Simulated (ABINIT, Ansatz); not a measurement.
# SnSe2 (P-3m1): G0W0 with ABINIT, start to end, part 3 of 3

How does a plane-wave GW calculation on SnSe2 (P-3m1) run from the first input to the gap?

ABINIT 10.8.3; PBE and many-body steps on it, plane waves. Known limits of the many-body steps: not at the basis limit; no spin-orbit coupling; coarse k mesh.

So far. Step 4 (Empty states on the mesh, 3×3×2 mesh, 582 bands): On this mesh the gap is 1.100 eV. The earlier step found 0.819 eV, so this mesh misses an edge. Step 5 (Screening, 3×3×2 mesh, 530 bands, screening to 272.1 eV): Local fields lower ε∞ by 12 %. On a Γ-centred mesh this coarse the value itself is usually too large, while a short band sum pulls it down.

## Step 6: Self-energy, 3×3×2 mesh, 530 bands, screening to 272.1 eV

The self-energy is evaluated for the states that the input lists, and the levels follow from it, in one-shot runs by the linearised quasiparticle equation.

This step: G0W0 on PBE, plane waves, norm-conserving pseudopotentials.

File run.abi:

```
acell 3*1.0 Angstrom
rprim 
  3.810999999987 0.000000000003 0.000000000000
  -1.905499999996 3.300422813810 0.000000000000
  0.000000000000 0.000000000000 6.136000000000
ntypat 2
znucl 50 34
natom 3
typat 1 2 2
xred 
  0.000000000000 0.000000000000 0.000000000000
  0.333333333333 0.666666666667 0.249000000000
  0.666666666667 0.333333333333 0.751000000000
pp_dirpath "pseudos"
pseudos "Sn.upf, Se.upf"
ecut 48
ngkpt 3 3 2
nshiftk 1
shiftk 0 0 0
kptopt 1
chksymbreak 0
istwfk *1
occopt 1
irdwfk 1
optdriver 4
nband 530
gwcalctyp 0
ecutsigx 48
symsigma 1
nkptgw 1
kptgw 
  0.0000000000 0.0000000000 0.0000000000
bdgw 
  33 37
ecuteps 10
irdscr 1
ppmodel 1
indata_prefix "in"
outdata_prefix "out"
tmpdata_prefix "tmp"
```

Run with:

```console
$ OMP_NUM_THREADS=1 mpirun -n 4 abinit run.abi > log
```

Numbers of over 12 decimals in the logs are rounded to 6 here.

The log of the run:

```text
.Version 10.8.3 of ABINIT. v10.8.2 released Aug 2026.

 Symmetries : space group P-3 m 1 (#164); Bravais hP (primitive hexag.)
[... echo of the input left out ...]
== DATASET  1 ==================================================================
-   mpi_nproc: 4, omp_nthreads: 1 (-1 if OMP is not activated)

--- !DatasetInfo
iteration_state: {dtset: 1, }
dimensions: {natom: 3, nkpt: 6, mband: 530, nsppol: 1, nspinor: 1, nspden: 1, mpw: 8305, }
cutoff_energies: {ecut:  48.0, pawecutdg:  -1.0, }
electrons: {nelect:   7.00000000E+01, charge:   0.00000000E+00, occopt:   1.00000000E+00, tsmear:   1.00000000E-02, }

 SIGMA: Calculation of the GW corrections

 Based on a program developped by R.W. Godby, V. Olevano, G. Onida, and L. Reining.
 Incorporated in ABINIT by V. Olevano, G.-M. Rignanese, and M. Torrent.
.Using double precision arithmetic ; gwpc =  8

[... cell and pseudopotentials left out ...]
--------------------------------------------------------------------------------

 ==== K-mesh for the wavefunctions ====
 Number of points in the irreducible wedge :     6
[... list of points left out ...]
 Together with 12 symmetry operations and time-reversal symmetry
 yields    18 points in the full Brillouin Zone.

 ==== Q-mesh for screening function ====
 Number of points in the irreducible wedge :     6
[... list of points left out ...]
 Together with 12 symmetry operations and time-reversal symmetry
 yields    18 points in the full Brillouin Zone.

 vcoul_init : cutoff-mode = AUXILIARY_FUNCTION
 q-points for optical limit:   1
     1)      0.000010    0.000020    0.000030
 setmesh: FFT mesh size selected  =    40x   40x   75
          total number of points  =       120000

 Number of electrons calculated from density =   70.0000; Expected =   70.0000
 average of density, n =  0.134403
 r_s =    1.2111
 omega_plasma =   35.3638 [eV]

 === KS Band Gaps ===
  >>>> For spin  1
   Minimum direct gap =   1.0998 [eV], located at k-point      :   0.0000  0.0000  0.0000
   Fundamental gap    =   1.0998 [eV], Top of valence bands at :   0.0000  0.0000  0.0000
                                       Bottom of conduction at :   0.0000  0.0000  0.0000
 SIGMA fundamental parameters:
 PLASMON POLE MODEL  1
 number of plane-waves for SigmaX                 8305
 number of plane-waves for SigmaC and W            785
 number of plane-waves for wavefunctions          8305
 number of bands                                   530
 number of independent spin polarizations            1
 number of spinorial components                      1
 number of k-points in IBZ                           6
 number of q-points in IBZ                           6
 number of symmetry operations                      12
 number of k-points in BZ                           18
 number of q-points in BZ                           18
 number of frequencies for dSigma/dE                 9
 frequency step for dSigma/dE [eV]                0.25
 number of omega for Sigma on real axis              0
 max omega for Sigma on real axis  [eV]           0.00
 zcut for avoiding poles [eV]                     0.10

 EPSILON^-1 parameters (SCR file):
 dimension of the eps^-1 matrix on file            785
 dimension of the eps^-1 matrix used               785
 number of plane-waves for wavefunctions          8305
 number of bands                                   530
 number of q-points in IBZ                           6
 number of frequencies                               2
 number of real frequencies                          1
 number of imag frequencies                          1

 matrix elements of self-energy operator (all in [eV])

 Perturbative Calculation

--- !SelfEnergy_ee
iteration_state: {dtset: 1, }
kpoint     : [   0.000,    0.000,    0.000, ]
spin       : 1
KS_gap     :    1.100
QP_gap     :    1.708
Delta_QP_KS:    0.608
data: !SigmaeeData |
     Band     E0 <VxcDFT>   SigX SigC(E0)      Z dSigC/dE  Sig(E)    E-E0       E
       33   5.249 -14.622 -16.811   1.499   0.788  -0.269 -15.166  -0.544   4.705
       34   5.249 -14.622 -16.811   1.499   0.788  -0.269 -15.166  -0.544   4.705
       35   5.637 -14.683 -16.739   1.336   0.792  -0.263 -15.253  -0.570   5.067
       36   6.737 -13.871 -10.050  -3.775   0.809  -0.236 -13.833   0.038   6.775
       37   8.603 -11.502  -7.047  -4.451   0.813  -0.231 -11.499   0.003   8.606

== END DATASET(S) ==============================================================
================================================================================

 -outvars: echo values of variables after computation  --------
           etotal      0.0000000000E+00
            nband         530
             nkpt           6
          spgroup         164
 [... the other variables as echoed above ...]

 Calculation completed.
```

Elapsed: 2 min, on 4 MPI ranks of Arm Neoverse V1, shared host; peak memory 4 GiB; 7.8 min of CPU time.

Numbers from this step:

| Quantity | Value |
| --- | --- |
| G0W0 gap on the points computed | 1.708 eV |
| starting gap on the mesh | 1.100 eV |
| k of the valence top | 0, 0, 0 |
| k of the conduction bottom | 0, 0, 0 |
| Z at the valence top | 0.792 |
| Z at the conduction bottom | 0.809 |
| least direct G0W0 gap on the computed points | 1.708 eV |

The gap on the mesh goes from 1.10 eV to 1.71 eV, a correction of +0.61 eV. The start differs from the 0.82 eV found before because the two sample other k points.

Limits: finite bands, cutoff and mesh; no spin-orbit coupling; coarse k mesh. v1 is the top filled band, c1 the lowest empty one. The levels before and after the correction (eV, zero at the valence-band top of each column):

|  | conduction bottom | valence top |
| --- | --- | --- |
| Kohn-Sham | 1.10 | 0.00 |
| G0W0 | 1.71 | 0.00 |

|  | level | energy (eV) |
| --- | --- | --- |
| Kohn-Sham | Γ v3-v2 | -0.387 |
| Kohn-Sham | Γ v1 | 0.000 |
| Kohn-Sham | Γ c1 | 1.100 |
| Kohn-Sham | Γ c2 | 2.966 |
| G0W0 | Γ v3-v2 | -0.362 |
| G0W0 | Γ v1 | 0.000 |
| G0W0 | Γ c1 | 1.708 |
| G0W0 | Γ c2 | 3.539 |

## Step 7: Where the time went

Times are wall times on 4 MPI ranks of Arm Neoverse V1, shared host, good to a factor of about two.

| step | time | share | memory (GiB) |
| --- | --- | --- | --- |
| ground state | 86 s | 5 % | 0.5 |
| bands along the symmetry lines | 68 s | 4 % | 0.51 |
| empty states on the mesh | 14 min | 47 % | 0.89 |
| screening | 12 min | 38 % | 3.8 |
| self-energy | 2 min | 6 % | 4.0 |

## Step 8: Results

```
PBE gap                              : 0.75 eV, indirect
G0W0 gap on the mesh                 : 1.71 eV
G0W0 gap over the zone (rigid shift) : 1.35 eV
GW settings                          : 3×3×2 mesh, 530 bands, screening to 272.1 eV, Godby-Needs plasmon pole
known limits                         : not at the basis limit; no spin-orbit coupling; coarse k mesh
```

**Reading.** G0W0 moves the gap on the mesh from 1.10 eV to 1.71 eV (+0.61 eV), with Z of 0.79 and 0.81 at the edges. The mesh misses the band edges by 0.35 eV in all; a rigid shift gives 1.35 eV for the zone. Local fields lower the RPA ε∞ on this mesh from 22.29 to 19.58; a Γ-centred mesh this coarse tends to raise both, most where the direct gap is narrow, while a short band sum lowers them. Only 1 of the mesh's irreducible points was corrected, so a valley elsewhere could overtake. Against experiment, by G0W0@PBE: the gap of 1.35 eV lies +0.14 eV from the measured 1.21 ± 0.04 eV (electronic, 77.6 K, 2018); the gap of 1.35 eV lies +0.35 eV from the measured 1 eV (indirect, quoted 2018); the gap of 1.35 eV lies +0.15 eV from the measured 1.207 eV (exciton, 300 K, 2021). An exciton line or allowed optical edge lies below the quasiparticle gap by the binding energy; a forbidden edge can push the onset above it. The calculation has static nuclei and no excitons; a measured gap holds zero-point and thermal motion, which mostly lowers it. Bands and cutoff are finite, so the gap is not at the basis limit. The miss can reach some tenths of an eV and take either sign; the mesh is an error of its own. In the G0W0 run levels were corrected at 1 k point alone, so a gap called «on the mesh» is the least over those, and an edge elsewhere would be missed. A denser mesh or path gives a starting gap of 0.75 eV: the GW mesh misses a band edge, so its gaps are not the fundamental one. The 3×3×2 mesh is coarse for this cell, which bears on the long-range parts of exchange and screening. The many-body steps are scalar-relativistic: spin-orbit coupling is not in them.

[Paths, hosts, dates, memory and timing lines, banners, echoed tables and standing remarks are left out of the program output.]

[Logs are printed without paths, hosts, clocks, repeated set-up lines and the standing remarks that a program may print on its own settings, such as how far it seeks lower states.]

[Runs of the session that timed out or met a known fault of the program may be left out.]

[Hosts, paths, dates, database ids (printed as entryN), source tags and the programs' standing remarks are cut or masked in the printed files.]

[G0W0 gaps are taken among the corrected bands and points alone; a level outside them can change the order at an edge.]

[Where Ansatz stands beside ABINIT at settings called matched, ABINIT's density can come from a denser mesh and the files from another edition; pairs whose starting gaps differed by over 0.03 eV were left out, so agreement reads better than it is.]
